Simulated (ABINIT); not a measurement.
# BaZrSe3 (P1): one start, several treatments of the self-energy, part 2 of 2

Wanted: the gap of BaZrSe3 (P1) under several approximations, with cost.

ABINIT 10.8.3; PBEsol and many-body steps on it, plane waves. Known limits of the many-body steps: not at the basis limit; exchange with frozen shells missing; no spin-orbit coupling; coarse k mesh.

So far. Step 5 (G0W0, Hybertsen-Louie plasmon pole): Against G0W0 in ABINIT (2×2×2 mesh, 191 bands, screening to 122.5 eV, Godby-Needs plasmon pole), the gap moves by +0.173 eV. Step 6 (G0W0, von der Linden-Horsch plasmon pole): Against G0W0 in ABINIT (2×2×2 mesh, 191 bands, screening to 122.5 eV, Godby-Needs plasmon pole), the gap moves by +0.044 eV.

## (7) G0W0, Engel-Farid plasmon pole

Level of this step: G0W0 on PBEsol, plane waves, norm-conserving pseudopotentials (ABINIT).

The input, run.abi:

```
acell 3*1.0 Angstrom
rprim 
  5.287383000000 -0.000000000000 -0.000000000000
  0.003576000000 5.296392000000 -0.000000000000
  0.007950000000 0.010054000000 5.309462000000
ntypat 3
znucl 56 40 34
natom 5
typat 1 2 3 3 3
xred 
  0.998643000000 0.998478000000 0.998673000000
  0.476578000000 0.490069000000 0.476727000000
  0.488317000000 0.998506000000 0.502693000000
  0.983845000000 0.511636000000 0.518540000000
  0.492614000000 0.501310000000 0.993370000000
pp_dirpath "pseudos"
pseudos "Ba.upf, Zr.upf, Se.upf"
ecut 39
ngkpt 2 2 2
nshiftk 1
shiftk 0 0 0
kptopt 1
chksymbreak 0
istwfk *1
occopt 1
irdwfk 1
optdriver 4
nband 191
gwcalctyp 0
ecutsigx 39
symsigma 1
nkptgw 2
kptgw 
  0.5000000000 0.5000000000 0.5000000000
  0.0000000000 0.0000000000 0.0000000000
bdgw 
  34 37
  34 37
ecuteps 4.5
irdscr 1
ppmodel 4
indata_prefix "in"
outdata_prefix "out"
tmpdata_prefix "tmp"
```

Started as:

```console
$ OMP_NUM_THREADS=1 mpirun -n 4 abinit run.abi > log
```

Numbers of over 12 decimals in the logs are rounded to 6 here.

The program printed:

```text
.Version 10.8.3 of ABINIT. v10.8.2 released Aug 2026.

 Symmetries : space group P1 (#  1); Bravais aP (primitive triclinic)
[... echo of the input left out ...]
== DATASET  1 ==================================================================
-   mpi_nproc: 4, omp_nthreads: 1 (-1 if OMP is not activated)

--- !DatasetInfo
iteration_state: {dtset: 1, }
dimensions: {natom: 5, nkpt: 8, mband: 191, nsppol: 1, nspinor: 1, nspden: 1, mpw: 11685, }
cutoff_energies: {ecut:  39.0, pawecutdg:  -1.0, }
[...]
Band     E0 <VxcDFT>   SigX SigC(E0)      Z dSigC/dE  Sig(E)    E-E0       E
[...]
36   5.166 -12.570  -7.747  -4.097   0.790  -0.266 -11.996   0.573   5.739
       37   5.296 -12.656  -8.190  -3.856   0.790  -0.265 -12.174   0.482   5.778

== END DATASET(S) ==============================================================
================================================================================

 -outvars: echo values of variables after computation  --------
           etotal      0.0000000000E+00
            nband         191
             nkpt           8
          spgroup           1
 [... the other variables as echoed above ...]

 Calculation completed.
```

Run time: 18 s. Hardware: 4 MPI ranks of Intel Xeon 6975P-C (Granite Rapids), shared host; peak memory 2.4 GiB; 69 s of CPU time.

This step gave:

- G0W0 gap on the points computed: 1.541 eV
- starting gap on the mesh: 0.1573 eV
- k of the valence top: 0.5, 0.5, 0.5
- k of the conduction bottom: 0, 0, 0
- least direct G0W0 gap on the computed points: 2.046 eV

Against G0W0 in ABINIT (2×2×2 mesh, 191 bands, screening to 122.5 eV, Godby-Needs plasmon pole), the gap moves by −0.026 eV.

## (8) One-shot Hartree-Fock

This step: one-shot Hartree-Fock on PBEsol, plane waves, norm-conserving pseudopotentials.

Changes to run.abi since step 7:

```diff
@@ -27,4 +27,4 @@
 optdriver 4
-nband 191
-gwcalctyp 0
+nband 39
+gwcalctyp 5
 ecutsigx 39
@@ -38,5 +38,4 @@
   34 37
-ecuteps 4.5
-irdscr 1
-ppmodel 4
+ixc_sigma 40
+fftgw 31
 indata_prefix "in"
```

The program printed:

```text
.Version 10.8.3 of ABINIT. v10.8.2 released Aug 2026.

 Symmetries : space group P1 (#  1); Bravais aP (primitive triclinic)
[... echo of the input left out ...]
== DATASET  1 ==================================================================
-   mpi_nproc: 4, omp_nthreads: 1 (-1 if OMP is not activated)

--- !DatasetInfo
iteration_state: {dtset: 1, }
dimensions: {natom: 5, nkpt: 8, mband: 39, nsppol: 1, nspinor: 1, nspden: 1, mpw: 11685, }
cutoff_energies: {ecut:  39.0, pawecutdg:  -1.0, }
[...]
Band     E0 <VxcDFT>   SigX SigC(E0)      Z dSigC/dE  Sig(E)    E-E0       E
[...]
36   5.166 -12.570  -7.747   0.000   1.000   0.000  -7.747   4.823   9.989
       37   5.296 -12.656  -8.190   0.000   1.000   0.000  -8.190   4.466   9.762

== END DATASET(S) ==============================================================
================================================================================

 -outvars: echo values of variables after computation  --------
           etotal      0.0000000000E+00
            nband          39
             nkpt           8
          spgroup           1
 [... the other variables as echoed above ...]

 Calculation completed.
```

Wall time 5.2 s (4 MPI ranks); peak memory 1.3 GiB.

This step gave:

```yaml
quasiparticle_gap_on_the_points_computed: 7.981 eV
starting_gap_on_the_mesh: 0.1573 eV
k_of_the_valence_top: 0.5, 0.5, 0.5
k_of_the_conduction_bottom: 0, 0, 0
least_direct_quasiparticle_gap_on_the_computed_points: 8.334 eV
```

Against G0W0 in ABINIT (2×2×2 mesh, 191 bands, screening to 122.5 eV, Godby-Needs plasmon pole), the gap moves by +6.414 eV.

## (9) Side by side

Times are wall times on 4 MPI ranks of Intel Xeon 6975P-C (Granite Rapids), shared host, good to a factor of about two. A run's time includes the screening step that it read.

```tsv
run	mesh	bands	screening cutoff (eV)	DFT gap (eV)	gap on the mesh (eV)	direct (eV)	ε∞ used	time
G0W0, Godby-Needs plasmon pole	2×2×2	191	122.5	0.157	1.567	2.050	24.48	4.2 min
G0W0, Hybertsen-Louie plasmon pole	2×2×2	191	122.5	0.157	1.740	2.176	24.48	4.2 min
G0W0, von der Linden-Horsch plasmon pole	2×2×2	191	122.5	0.157	1.611	2.096	24.48	4 min
G0W0, Engel-Farid plasmon pole	2×2×2	191	122.5	0.157	1.541	2.046	24.48	3.9 min
one-shot Hartree-Fock	2×2×2	-	-	0.157	7.981	8.334	-	5.2 s
```

## (10) Results

```
G0W0, Godby-Needs plasmon pole           : 1.567 eV
G0W0, Hybertsen-Louie plasmon pole       : 1.740 eV
G0W0, von der Linden-Horsch plasmon pole : 1.611 eV
G0W0, Engel-Farid plasmon pole           : 1.541 eV
one-shot Hartree-Fock                    : 7.981 eV
known limits                             : not at the basis limit; exchange with frozen shells missing; no spin-orbit coupling; coarse k mesh
```

What this shows: G0W0, Hybertsen-Louie plasmon pole: +0.173 eV against G0W0, Godby-Needs plasmon pole. G0W0, von der Linden-Horsch plasmon pole: +0.044 eV against G0W0, Godby-Needs plasmon pole. G0W0, Engel-Farid plasmon pole: −0.026 eV against G0W0, Godby-Needs plasmon pole. One-shot Hartree-Fock: +6.414 eV against G0W0, Godby-Needs plasmon pole. Bare exchange alone opens the gap to 7.98 eV; against G0W0, correlation takes back 6.41 eV. Bands and cutoff are finite, so the gap is not at the basis limit. The miss can reach some tenths of an eV and take either sign; the mesh is an error of its own. In the G0W0 runs levels were corrected at 2 k points alone, so a gap called «on the mesh» is the least over those, and an edge elsewhere would be missed. The 2×2×2 mesh is coarse for this cell, which bears on the long-range parts of exchange and screening. The norm-conserving file of at least one element keeps a d shell over frozen s and p shells of the same row. Exchange with those shells is missing from the self-energy, an error of 0.3 to 0.9 eV in cases checked, whose sign depends on which edge lies on those atoms. The many-body steps are scalar-relativistic: spin-orbit coupling is not in them.

[Paths, hosts, dates, memory and timing lines, banners, echoed tables and standing remarks are left out of the program output.]

[Logs are printed without paths, hosts, clocks, repeated set-up lines and the standing remarks that a program may print on its own settings, such as how far it seeks lower states.]

[Runs of the session that timed out or met a known fault of the program may be left out.]

[Hosts, paths, dates, database ids (printed as entryN), source tags and the programs' standing remarks are cut or masked in the printed files.]

[G0W0 gaps are taken among the corrected bands and points alone; a level outside them can change the order at an edge.]

[Where Ansatz stands beside ABINIT at settings called matched, ABINIT's density can come from a denser mesh and the files from another edition; pairs whose starting gaps differed by over 0.03 eV were left out, so agreement reads better than it is.]
